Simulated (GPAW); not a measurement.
# Ag2PdO2 (Immm): the Ag L₃ absorption edge, part 2 of 3

How does the Ag L₃ edge of Ag2PdO2 (Immm) move when the bonds are compressed or stretched?

GPAW 26.7.0; X-ray absorption from dipole matrix elements to empty bands, plane-wave PAW LDA.

So far. Step 2 (The field without a hole): The mesh shows no gap, so the system is treated as a metal and the core electron is put at the Fermi level (neutral cell).

### Step 4. Spectrum with XCH, Ag atom 1

The holes are 5.5 Å apart. In GPAW the data set carries the hole's charge, so charge=0 means a charged cell and charge=-1 a neutral one. The excited electron is kept in the cell, where it fills the lowest empty states and screens the hole. After the field has converged, empty bands are computed with the density fixed and the dipole matrix elements are summed.

The absorber has 2 O at 2.28 Å and 2 O at 2.65 Å (4-fold, site symmetry mm2).

xas.py reads:

```python
import numpy as np
from ase import Atoms
from ase.parallel import parprint, paropen
from gpaw import GPAW, PW, FermiDirac, Mixer, MixerDif, setup_paths
from gpaw.test import gen
setup_paths.insert(0, '.')
gen('Ag', name='fch2p', xcname='LDA', corehole=(2, 1, 1), write_xml=True)
from gpaw.mpi import world
world.barrier()

atoms = Atoms('Ag4Pd2O4',
    cell=[[3.00803, -4.55523, 0],
     [3.00803, 4.55523, 0],
     [-1.504015, 2.277615, 4.94885]],
    scaled_positions=[[0.64242, 0, 0.28484],
     [0.14242, 0.5, 0.28484],
     [0.35758, 0, 0.71516],
     [0.85758, 0.5, 0.71516],
     [0, 0, 0],
     [0.5, 0.5, 0],
     [0.3873, 0.25, 0.2746],
     [0.8873, 0.75, 0.2746],
     [0.1127, 0.25, 0.7254],
     [0.6127, 0.75, 0.7254]],
    pbc=True)
atoms.calc = calc = GPAW(legacy_gpaw=True, mode=PW(500), xc='LDA', setups={0: 'fch2p'},
    kpts={'size': (4, 3, 4), 'gamma': True}, occupations=FermiDirac(0.1),
    charge=-1, mixer=Mixer(0.1, 5, 50), maxiter=150,
    convergence={'density': 0.0001}, txt='scf.txt')
energy = atoms.get_potential_energy() + calc.get_reference_energy()
ef = calc.get_fermi_level()
out = dict(energy=energy, fermi=ef, forces=atoms.get_forces().tolist())
parprint(f'all-electron energy {energy:.4f} eV, Fermi level {ef:.4f} eV')
ev = np.array([[calc.get_eigenvalues(k, s) for k in range(len(calc.get_ibz_k_points()))] for s in range(calc.get_number_of_spins())])
out['homo'], out['lumo'], out['counts'] = ev[ev < ef].max(), ev[ev > ef].min(), sorted(set((ev < ef).sum((0, 2)).tolist()))
out['filled'] = (ev[:, 0] < ef).sum(1).tolist()

from ase.units import Ha
from gpaw.xas import dipole_matrix_elements
nb = int(calc.get_number_of_electrons() / 2) + 94
top, nb = nb, nb + 8 + nb // 12
nscf = calc.fixed_density(kpts={'size': (4, 4, 4), 'gamma': True}, nbands=nb,
    convergence={'bands': top, 'eigenstates': 1e-5}, maxiter=60, txt='nscf.txt')
cell = atoms.cell.array
ops = [cell.T @ U.T @ np.linalg.inv(cell.T) for U in nscf.wfs.kd.symmetry.op_scc]
E = np.arange(-6, 34, 0.1)
fwhm = np.interp(E, [4, 25], [2.4, 3.5])
Y, X, zero, highest = 0, 0, 1e9, 1e9
for spin in range(nscf.get_number_of_spins()):
    wfs = nscf.wfs
    A = dipole_matrix_elements(wfs.setups[0])
    eps = np.zeros((wfs.kd.nibzkpts, nb))
    d = np.zeros((3, A.shape[1], wfs.kd.nibzkpts, nb), complex)
    for kpt in wfs.kpt_u:
        if kpt.s == spin and 0 in kpt.P_ani:
            eps[kpt.k] = kpt.eps_n * Ha
            d[:, :, kpt.k] = (kpt.weight * wfs.nspins / 2) ** 0.5 * np.inner(A, kpt.P_ani[0])
    world.sum(eps)
    world.sum(d)
    T = np.einsum('amkn,bmkn->abkn', d, d.conj()).real
    T = sum(np.einsum('ai,ijkn,bj->abkn', R, T, R) for R in ops) / len(ops)
    empty = eps > ef
    zero, highest = min(zero, eps[empty].min()), min(highest, eps[:, top - 1].min())
    lines = [(eps, T, empty)] if spin == 0 else lines + [(eps, T, empty)]
for eps, T, empty in lines:
    f = np.einsum('aakn->akn', T).reshape(3, -1)
    x = eps.ravel() - zero
    w = np.interp(x, E, fwhm) / 2.35482
    g = np.exp(-0.5 * ((E[:, None] - x) / w) ** 2) / (w * (2 * np.pi) ** 0.5)
    Y = Y + (f * empty.ravel()) @ g.T
    X = X + (f * ~empty.ravel()) @ g.T
out.update(E=E.round(2).tolist(), xas=Y.tolist(), xes=X.tolist(), zero=zero, valid=highest - zero, nk=len(eps), nb=nb)
for i in range(0, len(E), 10):
    parprint(f'{E[i]:7.2f}', *(f'{v:10.3e}' for v in Y[:, i]))
import json
with paropen('out.json', 'w') as f:
    json.dump(out, f)
```

Launch:

```bash
$ OMP_NUM_THREADS=1 mpirun -n 2 gpaw python xas.py
```

Numbers of over 12 decimals in the logs are rounded to 6 here.

What it wrote:

```text
Input parameters:
  charge: -1
  convergence: {density: 0.0001}
  kpts: {gamma: True,
         size: (4, 3, 4)}
  maxiter: 150
  mixer: {backend: pulay,
          beta: 0.1,
          method: separate,
          nmaxold: 5,
          weight: 50}
  mode: {ecut: 500.0,
         name: pw}
  occupations: {fixmagmom: False,
                name: fermi-dirac,
                width: 0.1}
  setups: {0: fch2p}

Initialize ...

[... PAW data sets ...]

Reference energy: -856762.009492  # eV

Spin-paired calculation

[... convergence settings ...]
Symmetries present (total): 2
  [... symmetry matrices ...]

48 k-points: 4 x 3 x 4 Monkhorst-Pack grid + [1/8,0.000000,1/8]
17 k-points in the irreducible part of the Brillouin zone
       k-points in crystal coordinates                weights
   0:     0.00000000    0.00000000    0.00000000          1/48
   1:     0.00000000    0.00000000    0.25000000          2/48
   2:     0.00000000    0.00000000    0.50000000          1/48
   3:     0.00000000    0.33333333    0.00000000          2/48
   4:     0.00000000    0.33333333    0.25000000          4/48
   5:     0.00000000    0.33333333    0.50000000          2/48
   6:     0.25000000   -0.33333333    0.00000000          4/48
   7:     0.25000000   -0.33333333    0.50000000          4/48
   8:     0.25000000    0.00000000    0.00000000          4/48
   9:     0.25000000    0.00000000    0.50000000          4/48
          ...
  16:     0.50000000    0.33333333    0.50000000          4/48

Wave functions: Plane wave expansion
  Cutoff energy: 500.000 eV
  Number of coefficients (min, max): 3428, 3461
  Pulay-stress correction: 0.000000 eV/Ang^3 (de/decut=0.000000)
  Using FFTW library
  Wavefunction extrapolation:
    Improved wavefunction reuse through dual PAW basis

Occupation numbers: Fermi-Dirac:
  width: 0.1000  # eV

Eigensolver
   Davidson(niter=2)

Densities:
  Coarse grid: 30*30*30 grid
  Fine grid: 60*60*60 grid
  Total Charge: 0.000000

Density mixing:
  Method: separate
  Backend: pulay
  Linear mixing parameter: 0.1
  old densities: 5
  Width of damping distribution: 1.1
  Damping of long wavelength oscillations: 50

[... Hamiltonian set-up ...]
Number of atoms: 10
Number of atomic orbitals: 88
Number of bands in calculation: 79
Number of valence electrons: 125
Bands to converge: occupied

... initialized

Initializing position-dependent things.

Density initialized from atomic densities
Creating initial wave functions:
  79 bands from LCAO basis set

          O      O
        Ag      Ag
             Ag

            O       O
        Pd Ag   Pd

Atomic positions and initial magnetic moments

Positions:
   0 Ag     1.504015   -2.277615    1.409630    ( 0.0000,  0.0000,  0.0000)
   1 Ag     1.504015    2.277615    1.409630    ( 0.0000,  0.0000,  0.0000)
   2 Ag    -0.000000    0.000000    3.539220    ( 0.0000,  0.0000,  0.0000)
   3 Ag     3.008030   -0.000000    3.539220    ( 0.0000,  0.0000,  0.0000)
   4 Pd     0.000000    0.000000    0.000000    ( 0.0000,  0.0000,  0.0000)
   5 Pd     3.008030    0.000000    0.000000    ( 0.0000,  0.0000,  0.0000)
   6 O      1.504015    0.000000    1.358954    ( 0.0000,  0.0000,  0.0000)
   7 O      4.512045    0.000000    1.358954    ( 0.0000,  0.0000,  0.0000)
   8 O     -0.000000    2.277615    3.589896    ( 0.0000,  0.0000,  0.0000)
   9 O      3.008030    2.277615    3.589896    ( 0.0000,  0.0000,  0.0000)

Unit cell:
           periodic     x           y           z      points  spacing
  1. axis:    yes    3.008030   -4.555230    0.000000    30     0.1492
  2. axis:    yes    3.008030    4.555230    0.000000    30     0.1673
  3. axis:    yes   -1.504015    2.277615    4.948850    30     0.1650

  Lengths:   5.458788   5.458788   5.651611
  Angles:   79.067535 118.877651 113.122727

Effective grid spacing dv^(1/3) = 0.1713

iter:   1   -73.361592
iter:   2   -61.029193   -0.85  -1.18
iter:   3   -58.755247   -1.27  -1.44
iter:   4   -58.272775   -1.89  -1.62
iter:   5   -58.032814   -2.40  -1.79
iter:   6   -57.932384   -2.75  -2.10
iter:   7   -57.923066   -3.81  -2.51
iter:   8   -57.917881c  -4.10  -2.80
iter:   9   -57.916486c  -4.59  -3.11
iter:  10   -57.916293c  -5.06  -3.23
iter:  11   -57.916100c  -5.13  -3.34
iter:  12   -57.916099c  -6.03  -3.90
iter:  13   -57.916084c  -6.39  -3.98
iter:  14   -57.916093c  -6.52  -4.17c
iter:  15   -57.916091c  -7.31  -4.54c
iter:  16   -57.916089c  -7.71c -4.46c

Converged after 16 iterations.

Dipole moment: (0.197064, -0.298425, -0.298205) |e|*Ang

Energy contributions relative to reference atoms: (reference = -856762.009492)

Kinetic:        +36.151219
Potential:      -46.379416
External:        +0.000000
XC:             -47.378573
Entropy (-ST):   -0.060507
Local:           -0.279065
SIC:             +0.000000
--------------------------
Free energy:    -57.946343
Extrapolated:   -57.916089

Showing only first 2 kpts
 Kpt  Band  Eigenvalues  Occupancy
  0    60      6.21558    1.99999
  0    61      6.59791    1.99970
  0    62      6.80094    1.99774
  0    63      8.23176    0.00108

  1    60      6.26822    1.99999
  1    61      6.81139    1.99749
  1    62      6.99099    1.98499
[...]
Fermi level: 7.47946

No gap
No difference between direct/indirect transitions

Forces in eV/Ang:
  0 Ag    0.00000    0.00000    0.60239
  1 Ag    0.00000    0.00000   -0.02955
  2 Ag    0.00000    0.00000   -0.03505
  3 Ag    0.00000    0.00000    0.08571
  4 Pd    0.00000    0.00000   -0.21098
  5 Pd    0.00000    0.00000   -0.23489
  6 O    -0.04556   -0.00074    0.37285
  7 O     0.04556    0.00074    0.37285
  8 O    -0.20639   -0.04675   -0.46476
  9 O     0.20639    0.04675   -0.46476
Scalar-relativistic atomic LDA calculation for Ag (Silver, Z=47)
Core hole in 2p state (2p occupation: 5.0)
750 radial gridpoints.
|------------------------------------------------|
|------------------------------------------------|
[... the atom generator's iteration count ...]

Energy contributions:
-------------------------
Kinetic:    +5382.049573
XC:          -139.239123
Potential: -10426.692819
-------------------------
Total:      -5183.882370

state      eigenvalue         ekin         rmax
-----------------------------------------------
1s^2.0 :  -935.706073  1180.107589        0.020
2s^2.0 :  -140.979903   246.562069        0.114
2p^5.0 :  -127.535719   235.527054        0.091
3s^2.0 :   -26.643061    69.777410        0.329
3p^6.0 :   -22.103455    65.181279        0.321
3d^10.0:   -14.891474    59.869649        0.266
4s^2.0 :    -4.104533    18.097505        0.804
4p^6.0 :    -2.742751    15.187674        0.851
4d^10.0:    -0.772646     9.230113        0.978
5s^1.0 :    -0.484124     2.113827        2.260
5p^0.0 :    -0.277542     1.241982        2.830
-----------------------------------------------
(units: Bohr and Hartree)

Generating PAW setup
Kinetic energy of the core from tauc = 5328.867514319916
Cutoffs:
rc(s)=2.430
rc(p)=2.510
rc(d)=2.230
rc(vbar)=2.460
rc(comp)=2.370
rc(nct)=2.510

Kinetic energy of the core states: 5196.508577
Charge: 1.0
Core electrons: 29.0
Valence electrons: 17.0
Pseudo-core charge: 0.052912
Shape function alpha=1.780
Pseudo-electron charge 5.158530
state    eigenvalue         norm
--------------------------------
5s(1) :    -0.484124     1.105036
*s    :     0.515876
4p(6) :    -2.742751     0.077046
5p(0) :    -0.277542     1.013030
4d(10):    -0.772646     0.353831
*d    :     0.227354
--------------------------------

Diagonalizing with gridspacing h=0.050

state   all-electron     PAW
-------------------------------
5s:      -0.484124    -0.484379
4p:      -2.742751    -2.743231
4d:      -0.772646    -0.773501
*f:                   -0.020772
-------------------------------
all-electron energy -856819.9256 eV, Fermi level 7.4795 eV
[...]
31.00  2.799e-06  2.850e-06  2.855e-06
  32.00  2.815e-06  2.811e-06  2.748e-06
  33.00  2.881e-06  2.777e-06  2.662e-06
```

Wall time 3.5 min (2 MPI ranks of Arm Neoverse V2, shared host); peak memory 0.52 GiB.

The Ag L₃ spectrum, Ag atom 1, excited-electron core hole (neutral cell) (energy from the lowest empty level; intensity scaled to a mean of 1 over the first 20 eV; polarised curves are means over the symmetry-equivalent atoms):

| E (eV) | isotropic | ε ∥ x | ε ∥ y | ε ∥ z |
| --- | --- | --- | --- | --- |
| -2.0 | 0.02 | 0.02 | 0.01 | 0.02 |
| -1.5 | 0.05 | 0.06 | 0.03 | 0.06 |
| -1.0 | 0.12 | 0.13 | 0.08 | 0.14 |
| -0.5 | 0.22 | 0.25 | 0.16 | 0.27 |
| 0.0 | 0.35 | 0.40 | 0.25 | 0.41 |
| 0.5 | 0.47 | 0.55 | 0.33 | 0.53 |
| 1.0 | 0.54 | 0.67 | 0.37 | 0.58 |
| 1.5 | 0.55 | 0.74 | 0.34 | 0.55 |
| 2.0 | 0.52 | 0.78 | 0.28 | 0.49 |
| 2.5 | 0.48 | 0.78 | 0.22 | 0.43 |
| 3.0 | 0.45 | 0.74 | 0.19 | 0.43 |
| 3.5 | 0.46 | 0.69 | 0.20 | 0.48 |
| 4.0 | 0.48 | 0.64 | 0.24 | 0.56 |
| 4.5 | 0.52 | 0.62 | 0.31 | 0.64 |
| 5.0 | 0.58 | 0.63 | 0.40 | 0.70 |
| 5.5 | 0.65 | 0.67 | 0.51 | 0.76 |
| 6.0 | 0.74 | 0.75 | 0.62 | 0.84 |
| 6.5 | 0.83 | 0.84 | 0.72 | 0.93 |
| 7.0 | 0.90 | 0.90 | 0.79 | 0.99 |
| 7.5 | 0.92 | 0.93 | 0.82 | 1.01 |
| 8.0 | 0.91 | 0.92 | 0.81 | 1.01 |
| 8.5 | 0.91 | 0.91 | 0.81 | 1.02 |
| 9.0 | 0.94 | 0.93 | 0.82 | 1.07 |
| 9.5 | 1.00 | 1.01 | 0.86 | 1.15 |
| 10.0 | 1.09 | 1.11 | 0.92 | 1.22 |
| 10.5 | 1.16 | 1.22 | 0.99 | 1.27 |
| 11.0 | 1.23 | 1.31 | 1.08 | 1.30 |
| 11.5 | 1.29 | 1.36 | 1.19 | 1.30 |
| 12.0 | 1.33 | 1.38 | 1.29 | 1.31 |
| 12.5 | 1.35 | 1.37 | 1.36 | 1.31 |
| 13.0 | 1.34 | 1.33 | 1.38 | 1.30 |
| 13.5 | 1.30 | 1.28 | 1.33 | 1.27 |
| 14.0 | 1.23 | 1.21 | 1.24 | 1.23 |
| 14.5 | 1.14 | 1.15 | 1.12 | 1.17 |
| 15.0 | 1.08 | 1.09 | 1.02 | 1.12 |
| 15.5 | 1.04 | 1.05 | 0.96 | 1.10 |
| 16.0 | 1.04 | 1.06 | 0.96 | 1.11 |
| 16.5 | 1.10 | 1.11 | 1.01 | 1.17 |
| 17.0 | 1.19 | 1.22 | 1.09 | 1.25 |
| 17.5 | 1.31 | 1.37 | 1.21 | 1.37 |
| 18.0 | 1.46 | 1.54 | 1.34 | 1.50 |
| 18.5 | 1.62 | 1.73 | 1.49 | 1.64 |
| 19.0 | 1.79 | 1.91 | 1.66 | 1.80 |
| 19.5 | 1.95 | 2.06 | 1.85 | 1.95 |
| 20.0 | 2.10 | 2.18 | 2.04 | 2.07 |
| 20.5 | 2.21 | 2.25 | 2.21 | 2.17 |
| 21.0 | 2.28 | 2.27 | 2.36 | 2.22 |
| 21.5 | 2.32 | 2.24 | 2.47 | 2.24 |
| 22.0 | 2.32 | 2.19 | 2.53 | 2.24 |
| 22.5 | 2.29 | 2.12 | 2.55 | 2.20 |
| 23.0 | 2.24 | 2.05 | 2.52 | 2.14 |
| 23.5 | 2.16 | 1.96 | 2.45 | 2.05 |
| 24.0 | 2.06 | 1.87 | 2.36 | 1.95 |
| 24.5 | 1.95 | 1.76 | 2.24 | 1.84 |
| 25.0 | 1.84 | 1.66 | 2.12 | 1.73 |
| 25.5 | 1.73 | 1.56 | 1.99 | 1.63 |
| 26.0 | 1.63 | 1.47 | 1.87 | 1.54 |
| 26.5 | 1.54 | 1.39 | 1.76 | 1.48 |
| 27.0 | 1.48 | 1.34 | 1.66 | 1.43 |
| 27.5 | 1.42 | 1.30 | 1.57 | 1.40 |
| 28.0 | 1.38 | 1.28 | 1.50 | 1.37 |
| 28.5 | 1.35 | 1.26 | 1.43 | 1.35 |
| 29.0 | 1.31 | 1.24 | 1.37 | 1.32 |
| 29.5 | 1.28 | 1.23 | 1.31 | 1.29 |
| 30.0 | 1.25 | 1.21 | 1.27 | 1.27 |
| 30.5 | 1.23 | 1.20 | 1.24 | 1.24 |
| 31.0 | 1.21 | 1.20 | 1.22 | 1.22 |
| 31.5 | 1.20 | 1.20 | 1.21 | 1.20 |
| 32.0 | 1.19 | 1.20 | 1.20 | 1.18 |

Main maxima below 30 eV (height): 1.4 eV (0.55), 12.6 eV (1.35) and 21.8 eV (2.32). At an L edge the dipole rule selects empty d (and weakly s) states on the absorber, and this run shows no strong white line at the onset.

The energy difference (zero at 3396 eV) isn't read as a photon energy: for so heavy an absorber the terms left out (core spin–orbit splitting, the hole's spin, the functional's error) amount to tens of eV or more.

### Step 5. Reference energy of the supercell

The cell and mesh change for the next run, so it gets a reference energy of its own.

The cell differs from the one that the last finished run ended in (a 5.459 → 5.290 Å, b 5.459 → 5.290 Å, c 5.652 → 5.477 Å).

scf.py reads:

```python
import numpy as np
from ase import Atoms
from ase.parallel import parprint, paropen
from gpaw import GPAW, PW, FermiDirac, Mixer, MixerDif, setup_paths
from gpaw.test import gen
setup_paths.insert(0, '.')
gen('Ag', name='nch2p', xcname='LDA', corehole=(2, 1, 0), write_xml=True)
from gpaw.mpi import world
world.barrier()

atoms = Atoms('Ag4Pd2O4',
    cell=[[2.91493781, -4.41425524, 0],
     [2.91493781, 4.41425524, 0],
     [-1.45746891, 2.20712762, 4.79569353]],
    scaled_positions=[[0.64242, 0, 0.28484],
     [0.14242, 0.5, 0.28484],
     [0.35758, 0, 0.71516],
     [0.85758, 0.5, 0.71516],
     [0, 0, 0],
     [0.5, 0.5, 0],
     [0.3873, 0.25, 0.2746],
     [0.8873, 0.75, 0.2746],
     [0.1127, 0.25, 0.7254],
     [0.6127, 0.75, 0.7254]],
    pbc=True)
atoms.calc = calc = GPAW(legacy_gpaw=True, mode=PW(500), xc='LDA', setups={0: 'nch2p'},
    kpts={'size': (4, 4, 4), 'gamma': True}, occupations=FermiDirac(0.1),
    charge=0, mixer=Mixer(0.1, 5, 50), maxiter=150,
    convergence={'density': 0.0001}, txt='scf.txt')
energy = atoms.get_potential_energy() + calc.get_reference_energy()
ef = calc.get_fermi_level()
out = dict(energy=energy, fermi=ef, forces=atoms.get_forces().tolist())
parprint(f'all-electron energy {energy:.4f} eV, Fermi level {ef:.4f} eV')
ev = np.array([[calc.get_eigenvalues(k, s) for k in range(len(calc.get_ibz_k_points()))] for s in range(calc.get_number_of_spins())])
out['homo'], out['lumo'], out['counts'] = ev[ev < ef].max(), ev[ev > ef].min(), sorted(set((ev < ef).sum((0, 2)).tolist()))
out['filled'] = (ev[:, 0] < ef).sum(1).tolist()
import json
with paropen('out.json', 'w') as f:
    json.dump(out, f)
```

Launch:

```bash
$ OMP_NUM_THREADS=1 mpirun -n 2 gpaw python scf.py
```

What it wrote:

```text
Input parameters:
  convergence: {density: 0.0001}
  kpts: {gamma: True,
         size: (4, 4, 4)}
  maxiter: 150
  mixer: {backend: pulay,
          beta: 0.1,
          method: separate,
          nmaxold: 5,
          weight: 50}
  mode: {ecut: 500.0,
         name: pw}
  occupations: {fixmagmom: False,
                name: fermi-dirac,
                width: 0.1}
  setups: {0: nch2p}

Initialize ...

[...]
*s    :     0.826971
4p(6) :    -2.156374     0.098157
5p(0) :    -0.031010     1.000632
4d(10):    -0.281652     0.447815
*d    :     0.718348
--------------------------------

Diagonalizing with gridspacing h=0.050

state   all-electron     PAW
-------------------------------
5s:      -0.173029    -0.173164
4p:      -2.156374    -2.156890
4d:      -0.281652    -0.282465
*f:                    0.070818
-------------------------------
all-electron energy -860215.7314 eV, Fermi level 8.2355 eV
[key lines of the parts left out:]
Converged after 16 iterations.
Dipole moment: (0.000000, -0.000000, 0.000000) |e|*Ang
Free energy:    -49.829854
Fermi level: 8.23550
```

Run time: 2 min. Hardware: 2 MPI ranks; peak memory 0.36 GiB.

Reference energy: -860215.731 eV with the cores included.

### Step 6. Spectrum with XCH, Ag atom 1

Shorter bonds are expected to push antibonding states and scattering resonances up, and longer ones down; the cell is scaled to test that.

Changed against the first core-hole run: volume scale from 1 to 0.91; the field's mesh follows (4×3×4 to 4×4×4).

xas.py, as its differences from that of step 4:

```diff
@@ -11,5 +11,5 @@
 atoms = Atoms('Ag4Pd2O4',
-    cell=[[3.00803, -4.55523, 0],
-     [3.00803, 4.55523, 0],
-     [-1.504015, 2.277615, 4.94885]],
+    cell=[[2.91493781, -4.41425524, 0],
+     [2.91493781, 4.41425524, 0],
+     [-1.45746891, 2.20712762, 4.79569353]],
     scaled_positions=[[0.64242, 0, 0.28484],
@@ -26,3 +26,3 @@
 atoms.calc = calc = GPAW(legacy_gpaw=True, mode=PW(500), xc='LDA', setups={0: 'fch2p'},
-    kpts={'size': (4, 3, 4), 'gamma': True}, occupations=FermiDirac(0.1),
+    kpts={'size': (4, 4, 4), 'gamma': True}, occupations=FermiDirac(0.1),
     charge=-1, mixer=Mixer(0.1, 5, 50), maxiter=150,
@@ -39,3 +39,3 @@
 from gpaw.xas import dipole_matrix_elements
-nb = int(calc.get_number_of_electrons() / 2) + 94
+nb = int(calc.get_number_of_electrons() / 2) + 86
 top, nb = nb, nb + 8 + nb // 12
```

Launch:

```bash
$ OMP_NUM_THREADS=1 mpirun -n 2 gpaw python xas.py
```

What it wrote:

```text
Input parameters:
  charge: -1
  convergence: {density: 0.0001}
  kpts: {gamma: True,
         size: (4, 4, 4)}
  maxiter: 150
  mixer: {backend: pulay,
          beta: 0.1,
          method: separate,
          nmaxold: 5,
          weight: 50}
  mode: {ecut: 500.0,
         name: pw}
  occupations: {fixmagmom: False,
                name: fermi-dirac,
                width: 0.1}
  setups: {0: fch2p}

Initialize ...

[...]
*d    :     0.227354
--------------------------------

Diagonalizing with gridspacing h=0.050

state   all-electron     PAW
-------------------------------
5s:      -0.484124    -0.484379
4p:      -2.742751    -2.743231
4d:      -0.772646    -0.773501
*f:                   -0.020772
-------------------------------
all-electron energy -856819.5638 eV, Fermi level 9.0560 eV
[...]
32.00  2.677e-06  2.759e-06  2.797e-06
  33.00  2.699e-06  2.724e-06  2.701e-06
[key lines of the parts left out:]
Converged after 16 iterations.
Dipole moment: (0.187007, -0.283195, -0.282676) |e|*Ang
Free energy:    -57.588182
Fermi level: 9.05596
```

It took 4.9 min on 2 MPI ranks; peak memory 0.62 GiB.

| E (eV) | first run | this run |
| --- | --- | --- |
| -2.0 | 0.02 | 0.02 |
| -1.0 | 0.12 | 0.13 |
| 0.0 | 0.35 | 0.40 |
| 1.0 | 0.54 | 0.60 |
| 2.0 | 0.52 | 0.56 |
| 3.0 | 0.45 | 0.49 |
| 4.0 | 0.48 | 0.51 |
| 5.0 | 0.58 | 0.61 |
| 6.0 | 0.74 | 0.77 |
| 7.0 | 0.90 | 0.97 |
| 8.0 | 0.91 | 1.03 |
| 9.0 | 0.94 | 1.01 |
| 10.0 | 1.09 | 1.12 |
| 11.0 | 1.23 | 1.28 |
| 12.0 | 1.33 | 1.37 |
| 13.0 | 1.34 | 1.39 |
| 14.0 | 1.23 | 1.30 |
| 15.0 | 1.08 | 1.12 |
| 16.0 | 1.04 | 1.01 |
| 17.0 | 1.19 | 1.05 |
| 18.0 | 1.46 | 1.23 |
| 19.0 | 1.79 | 1.50 |
| 20.0 | 2.10 | 1.82 |
| 21.0 | 2.28 | 2.09 |
| 22.0 | 2.32 | 2.21 |
| 23.0 | 2.24 | 2.22 |
| 24.0 | 2.06 | 2.15 |
| 25.0 | 1.84 | 2.02 |
| 26.0 | 1.63 | 1.83 |
| 27.0 | 1.48 | 1.64 |
| 28.0 | 1.38 | 1.48 |
| 29.0 | 1.31 | 1.37 |
| 30.0 | 1.25 | 1.29 |
| 31.0 | 1.21 | 1.21 |
| 32.0 | 1.19 | 1.16 |

The scaled spectrum changes by 9 % r.m.s. The highest intensity below 24 eV goes from 21.8 eV (2.32) to 22.6 eV (2.23).

The photon energy of the zero moves by +0.33 eV.

(Continued in part 3 of 3.)

[Banner, clock and machine lines of the logs are left out without a mark of their own.]

[Logs are printed without paths, hosts, clocks, repeated set-up lines and the standing remarks that a program may print on its own settings, such as how far it seeks lower states.]

[Hosts, paths, dates, database ids (printed as entryN), source tags and the programs' standing remarks are cut or masked in the printed files.]

[Lists of maxima count a maximum above −3 eV only where it reaches 4 % of the highest in the window and stands out from its surroundings by 2 % of it (1.5 % where it reaches 55 %); shoulders and weaker maxima are passed over, and of the rest the first, up to two pre-edge ones and the few strongest are named.]
